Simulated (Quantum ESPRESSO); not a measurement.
## Barium (Im-3m): from the cell to the phonon bands

How does Barium (Im-3m) vibrate, and is this structure a minimum?

Main program and level: Quantum ESPRESSO 7.5; DFT LDA, scalar-relativistic, plane waves, PseudoDojo norm-conserving pseudopotentials.

Most raw output is cut from this account.

The database entry behind the starting cell differs from later determinations by our own check (0.1 to 0.3 % short, probably kX units), so it need not match the best structure at ambient conditions.

**1. Starting point**

The structure is cubic, space group Im-3m (No. 229). The conventional cell has a = 5.013 Å, b = 5.013 Å, c = 5.013 Å, α = 90.00°, β = 90.00°, γ = 90.00°. Nearest to Ba lie 8 Ba at 4.34 Å.

Structure file:

```
CELL_PARAMETERS angstrom
2.50650 2.50650 2.50650
-2.50650 2.50650 2.50650
-2.50650 -2.50650 2.50650
ATOMIC_POSITIONS crystal
Ba 0.00000 0.00000 0.00000
```

**2. A probe with smearing**

A cheap run with smearing and empty bands tells whether the crystal has a gap, which decides between fixed occupations and smearing later on.

File probe.in:

```
&CONTROL
  calculation = 'scf'
  prefix      = 'x'
  outdir      = './tmp'
  pseudo_dir  = './pseudo'
  tprnfor     = .true.
  tstress     = .true.
  verbosity   = 'high'
/
&SYSTEM
  ibrav       = 3
  celldm(1)   = 9.47319706
  nat         = 1
  ntyp        = 1
  ecutwfc     = 63.0
  occupations = 'smearing'
  smearing    = 'gaussian'
  degauss     = 0.01
/
&ELECTRONS
  conv_thr         = 1.0d-07
  mixing_beta      = 0.7
  electron_maxstep = 100
/
ATOMIC_SPECIES
 Ba    137.3270  Ba.upf
ATOMIC_POSITIONS crystal
 Ba     0.000000000   0.000000000   0.000000000
K_POINTS automatic
 6 6 6 0 0 0
```

Command:

```bash
$ OMP_NUM_THREADS=1 mpirun -n 4 pw.x -nk 4 -in probe.in > probe.out
```

Wall time 2.1 s (4 MPI ranks of Arm Neoverse V2, shared host).

Numbers from this step:

* volume per atom: 62.99 Å³
* pressure: -1.169 GPa
* gap on the k-mesh: 0 eV

No gap opens on this mesh, so smearing is kept; the start stands at -1.2 GPa.

**3. Relaxing the cell and atoms**

The relaxation runs at a cutoff a fifth above that of the response, since stress converges more slowly with the basis than frequencies do. Forces and stress are brought to rest with tight thresholds.

File relax.in:

```
&CONTROL
  calculation   = 'vc-relax'
  prefix        = 'x'
  outdir        = './tmp'
  pseudo_dir    = './pseudo'
  tprnfor       = .true.
  tstress       = .true.
  forc_conv_thr = 2.0d-05
  etot_conv_thr = 1.0d-07
  nstep         = 40
/
&SYSTEM
  ibrav       = 3
  celldm(1)   = 9.47319706
  nat         = 1
  ntyp        = 1
  ecutwfc     = 76
  occupations = 'smearing'
  smearing    = 'mv'
  degauss     = 0.02
/
&ELECTRONS
  conv_thr         = 1.0d-11
  mixing_beta      = 0.7
  electron_maxstep = 100
/
&IONS
/
&CELL
  press_conv_thr = 0.2
/
ATOMIC_SPECIES
 Ba    137.3270  Ba.upf
ATOMIC_POSITIONS crystal
 Ba     0.000000000   0.000000000   0.000000000
K_POINTS automatic
 10 10 10 0 0 0
```

Command:

```bash
$ OMP_NUM_THREADS=1 mpirun -n 4 pw.x -nk 4 -in relax.in > relax.out
```

Run time: 53 s. Hardware: 4 MPI ranks; 3.5 min of CPU time.

The steps of the relaxation:

| step | energy less that of the first step (eV) | largest force (eV/Å) | pressure (GPa) | volume (Å³) |
| --- | --- | --- | --- | --- |
| 1 | 0.0000 | 0.0000 | -1.24 | 62.99 |
| 2 | -0.0030 | 0.0000 | -1.20 | 62.59 |
| 3 | -0.0074 | 0.0000 | -1.14 | 62.00 |
| 4 | -0.0133 | 0.0000 | -1.03 | 61.11 |
| 5 | -0.0211 | 0.0000 | -0.87 | 59.80 |
| 6 | -0.0300 | 0.0000 | -0.60 | 57.88 |
| 7 | -0.0367 | 0.0000 | -0.14 | 55.06 |
| 8 | -0.0371 | 0.0000 | 0.01 | 54.24 |
| 9 | -0.0371 | 0.0000 | 0.00 | 54.28 |
| 10 | -0.0370 | 0.0000 | 0.00 | 54.28 |

| conventional cell, symmetrised | before | after | change |
| --- | --- | --- | --- |
| a (Å) | 5.013 | 4.770 | -4.8 % |
| b (Å) | 5.013 | 4.770 | -4.8 % |
| c (Å) | 5.013 | 4.770 | -4.8 % |
| volume (Å³/atom) | 62.99 | 54.28 | -13.8 % |

The relaxed structure:

```
Ba
1.0
     2.38514    2.38514    2.38514
    -2.38514    2.38514    2.38514
    -2.38514   -2.38514    2.38514
Ba
1
Direct
  0.00000 0.00000 0.00000
```

The last row of the table of steps is pw.x's closing run on a basis chosen anew for the final cell, so its energy can jump.

Numbers from this step:

```yaml
volume_per_atom: 54.28 Å³
pressure: -0.001 GPa
```

The volume changes by -13.8 % from the cell with which this run began.

**4. Ground state**

Perturbation theory inherits every error of the wavefunctions, so the threshold is set near the limit of the arithmetic. Smearing stays on, as the first look found no gap above 0.3 eV.

File scf.in:

```
&CONTROL
  calculation = 'scf'
  prefix      = 'x'
  outdir      = './tmp'
  pseudo_dir  = './pseudo'
  tprnfor     = .true.
  tstress     = .true.
/
&SYSTEM
  ibrav       = 3
  celldm(1)   = 9.01454142
  nat         = 1
  ntyp        = 1
  ecutwfc     = 63.0
  occupations = 'smearing'
  smearing    = 'mv'
  degauss     = 0.02
/
&ELECTRONS
  conv_thr         = 1.0d-12
  mixing_beta      = 0.7
  electron_maxstep = 100
/
ATOMIC_SPECIES
 Ba    137.3270  Ba.upf
ATOMIC_POSITIONS crystal
 Ba     0.000000000   0.000000000   0.000000000
K_POINTS automatic
 12 12 12 0 0 0
```

Command:

```bash
$ OMP_NUM_THREADS=1 mpirun -n 4 pw.x -nk 4 -in scf.in > scf.out
```

The job ended after 6.8 s (4 MPI ranks).

This step gave:

- pressure: -0.01200 GPa

The cell stands at -0.012 GPa, close enough for phonons.

**5. Linear response on the mesh**

Linear response treats each wavevector in the unit cell, with no supercell; the 4×4×4 mesh fixes the range of the force constants to be had.

File ph.in:

```
phonons
&INPUTPH
  prefix       = 'x'
  outdir       = './tmp'
  fildyn       = 'x.dyn'
  tr2_ph       = 1.0d-18
  alpha_mix(1) = 0.4
  nmix_ph      = 8
  ldisp        = .true.
  nq1          = 4
  nq2          = 4
  nq3          = 4
/
```

Command:

```bash
$ OMP_NUM_THREADS=1 mpirun -n 4 ph.x -nk 4 -in ph.in > ph.out
```

Elapsed: 31 min, on 4 MPI ranks.

Read from the output:

```
largest acoustic frequency at the zone centre before the sum rule  : 0.28 cm⁻¹
lowest mode on the q mesh (acoustic ones at the zone centre apart) : 17.69 cm⁻¹
```

Frequencies (cm⁻¹) at each irreducible wavevector; negative means imaginary. Frequencies by wavevector:

| q (fractions) | star | mode 1 | mode 2 | mode 3 |
| --- | --- | --- | --- | --- |
| 0 0 0 | 1 | 0.28 | 0.28 | 0.28 |
| 0 0 0.25 | 12 | 17.69 | 36.96 | 54.95 |
| 0 0 -0.5 | 6 | 21.69 | 52.51 | 84.43 |
| 0 0.25 -0.5 | 24 | 35.98 | 57.18 | 74 |
| 0.25 0.25 0.25 | 6 | 50.63 | 52.72 | 52.72 |
| 0.25 0.25 -0.5 | 12 | 47.76 | 64.32 | 78.7 |
| 0.25 -0.25 0.25 | 2 | 60.49 | 60.49 | 60.49 |
| -0.5 -0.5 -0.5 | 1 | 75.74 | 75.74 | 75.74 |

The acoustic modes at Γ come out as far as 0.3 cm⁻¹ from zero, where they should vanish, a small numerical error.

**6. Fourier transform to real space**

The dynamical matrices of the mesh are Fourier-transformed to force constants in real space.

File q2r.in:

```
&INPUT
  fildyn = 'x.dyn'
  zasr   = 'simple'
  flfrc  = 'x.fc'
/
```

Command:

```bash
$ q2r.x < q2r.in > q2r.out
```

Elapsed: 0.46 s, on 1 thread.

**7. Dispersion**

From the force constants any wavevector is cheap; points of the mesh come back as solved, but for the sum rule and, in polar crystals, the LO-TO term at Γ; the rest is interpolation.

File matdyn.in:

```
&INPUT
  asr              = 'simple'
  flfrc            = 'x.fc'
  flfrq            = 'x.freq'
  flvec            = 'x.modes'
  q_in_band_form   = .true.
  q_in_cryst_coord = .true.
/
8
  0.0000000   0.0000000   0.0000000  12  ! GAMMA
  0.5000000   0.5000000  -0.5000000  12  ! H
  0.5000000  -0.0000000  -0.5000000  12  ! N
  0.0000000   0.0000000   0.0000000  12  ! GAMMA
  0.7500000   0.2500000  -0.2500000  12  ! P
  0.5000000   0.5000000  -0.5000000   1  ! H
  0.7500000   0.2500000  -0.2500000  12  ! P
  0.5000000  -0.0000000  -0.5000000   1  ! N
```

Command:

```bash
$ matdyn.x -in matdyn.in > matdyn.out
```

Elapsed: 0.46 s, on 1 thread.

Read from the output:

```yaml
lowest_frequency_on_the_path: 0 cm⁻¹
mean_frequency: 52.8 cm⁻¹
debye_temperature_second_moment: 104 K
logarithmic_mean_frequency: 49.1 cm⁻¹
```

Matdyn.x, sum rule simple. The phonon branches at the labelled points (cm⁻¹):

| point | branch 1 | branch 2 | branch 3 |
| --- | --- | --- | --- |
| Γ | 0 | 0 | 0 |
| halfway | 51 | 53 | 53 |
| H | 76 | 76 | 76 |
| halfway | 48 | 64 | 79 |
| N | 22 | 52 | 84 |
| halfway | 18 | 37 | 55 |
| Γ | 0 | 0 | 0 |
| halfway | 36 | 36 | 64 |
| P | 60 | 60 | 60 |
| halfway | 41 | 72 | 72 |
| H | 76 | 76 | 76 |
| jump to P | 60 | 60 | 60 |
| halfway | 40 | 57 | 76 |
| N | 22 | 52 | 84 |

Lowest modes at the softest wavevector of the mesh; phase exp(i q.(R + tau)). Modes at q = (0.000, 0.000, 0.250):

| mode | frequency (cm⁻¹) |
| --- | --- |
| 1 | 17.7 |
| 2 | 37.0 |
| 3 | 54.9 |

Displacements in mode 1 (17.7 cm⁻¹), the largest set to 1, in the home cell:
```
Ba1 0.00 1.00 1.00
```

Displacements in mode 3 (54.9 cm⁻¹), the largest set to 1, in the home cell:
```
Ba1  0.00 -1.00  1.00
```

Force constants by pair (phonopy on the run's constants); pairs near half the supercell's span include their periodic images. Pair force constants, by row:

| atom | neighbour | distance (Å) | third of the trace (eV/Å²) | along the pair's line (eV/Å²) |
| --- | --- | --- | --- | --- |
| Ba1 | itself | 0 | 1.575 | – |
| Ba1 | Ba | 4.131 | -0.1701 | -0.5663 |
| Ba1 | Ba | 4.77 | -0.0534 | -0.0831 |
| Ba1 | Ba | 6.746 | 0.0058 | 0.0351 |

Harmonic mean-square displacement, third of the trace. Mean-square displacements:

| T (K) | Ba1 U_eq (Å²) |
| --- | --- |
| 0 | 0.00275 |
| 100 | 0.01153 |
| 300 | 0.03381 |
| 600 | 0.06746 |

Mode patterns, pair constants, displacements and means over the zone were worked out by phonopy from the force constants of q2r.x.

All branches are real along the path.

**8. Density of states**

Sums over the zone need many more wavevectors than were solved, so the interpolation is sampled on a dense mesh.

File matdyn.in:

```
&INPUT
  asr    = 'simple'
  flfrc  = 'x.fc'
  dos    = .true.
  fldos  = 'x.dos'
  nk1    = 13
  nk2    = 13
  nk3    = 13
  deltaE = 0.3
/
```

Command:

```bash
$ matdyn.x -in matdyn.in > matdyn.out
```

It took 0.79 s on 1 thread.

Numbers from this step:

```yaml
share_of_modes_beyond_3i_cm_minus1_on_the_dense_interpolated_mesh: 0
zero_point_energy_per_atom: 9.82 meV
heat_capacity_at_300_k: 24.80 J/(mol atoms K)
vibrational_entropy_at_300_k: 60.99 J/(mol atoms K)
```

Tetrahedra. The phonon density of states by wavenumber; read off at these points:

wavenumber (cm⁻¹), phonon density of states (1/cm⁻¹/cell) and a bar:
```
      0.0      0.000 
      2.0      0.000 
      4.0      0.000 
      6.0      0.000 
      8.0      0.001 
     10.0      0.001 
     12.0      0.002 #
     14.0      0.005 #
     16.0      0.006 #
     18.0      0.008 ##
     20.0      0.013 ###
     22.0      0.018 ####
     24.0      0.030 #######
     26.0      0.039 #########
     28.0      0.038 #########
     30.0      0.044 ##########
     32.0      0.046 ###########
     34.0      0.048 ###########
     36.0      0.053 ############
     36.9      0.055 #############
     38.0      0.053 ############
     40.0      0.045 ###########
     42.0      0.041 ##########
     44.0      0.039 #########
     46.0      0.039 #########
     48.0      0.041 ##########
     50.0      0.043 ##########
     52.0      0.053 ############
     54.0      0.063 ###############
     54.3      0.063 ###############
     56.0      0.062 ##############
     58.0      0.058 ##############
     60.0      0.057 #############
     62.0      0.045 ###########
     64.0      0.042 ##########
     66.0      0.042 ##########
     68.0      0.040 #########
     70.0      0.048 ###########
     72.0      0.058 ##############
     74.0      0.079 ##################
     75.3      0.129 ##############################
     76.0      0.093 ######################
     78.0      0.048 ###########
     80.0      0.030 #######
     82.0      0.013 ###
```

Harmonic thermodynamic functions per atom, summed over the density of states scaled to three modes an atom; melting is ignored. Thermodynamic functions:

| T (K) | F_vib (meV/atom) | S (J/mol-atom/K) | C_V (J/mol-atom/K) |
| --- | --- | --- | --- |
| 0 | 9.82 | 0 | 0 |
| 50 | 5.87 | 18.68 | 20.41 |
| 100 | -8.19 | 34.16 | 23.66 |
| 200 | -53.25 | 50.97 | 24.61 |
| 300 | -111.6 | 60.99 | 24.8 |
| 400 | -178.7 | 68.13 | 24.86 |
| 500 | -252.3 | 73.68 | 24.89 |
| 600 | -331.1 | 78.22 | 24.91 |
| 700 | -414.2 | 82.06 | 24.92 |
| 800 | -501 | 85.39 | 24.92 |
| 900 | -591 | 88.32 | 24.93 |
| 1000 | -684 | 90.95 | 24.93 |

At 300 K the heat capacity has reached 99 % of the Dulong-Petit value.

**9. The dispersion under another sum rule (asr no)**

The sum rule corrects the force constants themselves, so it can shift branches at any wavevector, low ones most.

File matdyn.in:

```
&INPUT
  asr              = 'no'
  flfrc            = 'x.fc'
  flfrq            = 'x.freq'
  flvec            = 'x.modes'
  q_in_band_form   = .true.
  q_in_cryst_coord = .true.
/
8
  0.0000000   0.0000000   0.0000000   8  ! GAMMA
  0.5000000   0.5000000  -0.5000000   8  ! H
  0.5000000  -0.0000000  -0.5000000   8  ! N
  0.0000000   0.0000000   0.0000000   8  ! GAMMA
  0.7500000   0.2500000  -0.2500000   8  ! P
  0.5000000   0.5000000  -0.5000000   1  ! H
  0.7500000   0.2500000  -0.2500000   8  ! P
  0.5000000  -0.0000000  -0.5000000   1  ! N
```

Command:

```bash
$ matdyn.x -in matdyn.in > matdyn.out
```

Run time: 0.45 s. Hardware: 1 thread.

Read from the output:

```yaml
lowest_frequency_on_the_path: 0.2826 cm⁻¹
```

At the labelled points the branches move by no more than 0.4 cm⁻¹.

**10. What came out**

| Property | Result |
| --- | --- |
| space group after relaxation | Im-3m |
| volume per atom | 54.3 Å³ |
| q mesh | 4×4×4 |
| lowest mode on the q mesh (acoustic ones at the zone centre apart) | 17.7 cm⁻¹ |
| zero-point energy per atom | 9.82 meV |
| heat capacity at 300 K | 24.8 J/(mol atoms K) |
| vibrational entropy at 300 K | 61.0 J/(mol atoms K) |
| imaginary modes on the q mesh | none |

What this shows: Barium (Im-3m) is dynamically stable on the 4×4×4 mesh; its spectrum reaches 84 cm⁻¹. These are harmonic frequencies at zero temperature: anharmonic shifts and linewidths and thermal expansion are left out. Spin-orbit coupling is left out, which can matter for the heavy elements here. In a metal the frequencies hang on the k mesh and the smearing, most of all near Kohn anomalies.

[Host names and launcher messages were left out of these logs when they were recorded.]

[Logs are printed without paths, hosts, clocks, repeated set-up lines and the standing remarks that a program may print on its own settings, such as how far it seeks lower states.]

[Hosts, paths, dates, database ids (printed as entryN), source tags and the programs' standing remarks are cut or masked in the printed files.]
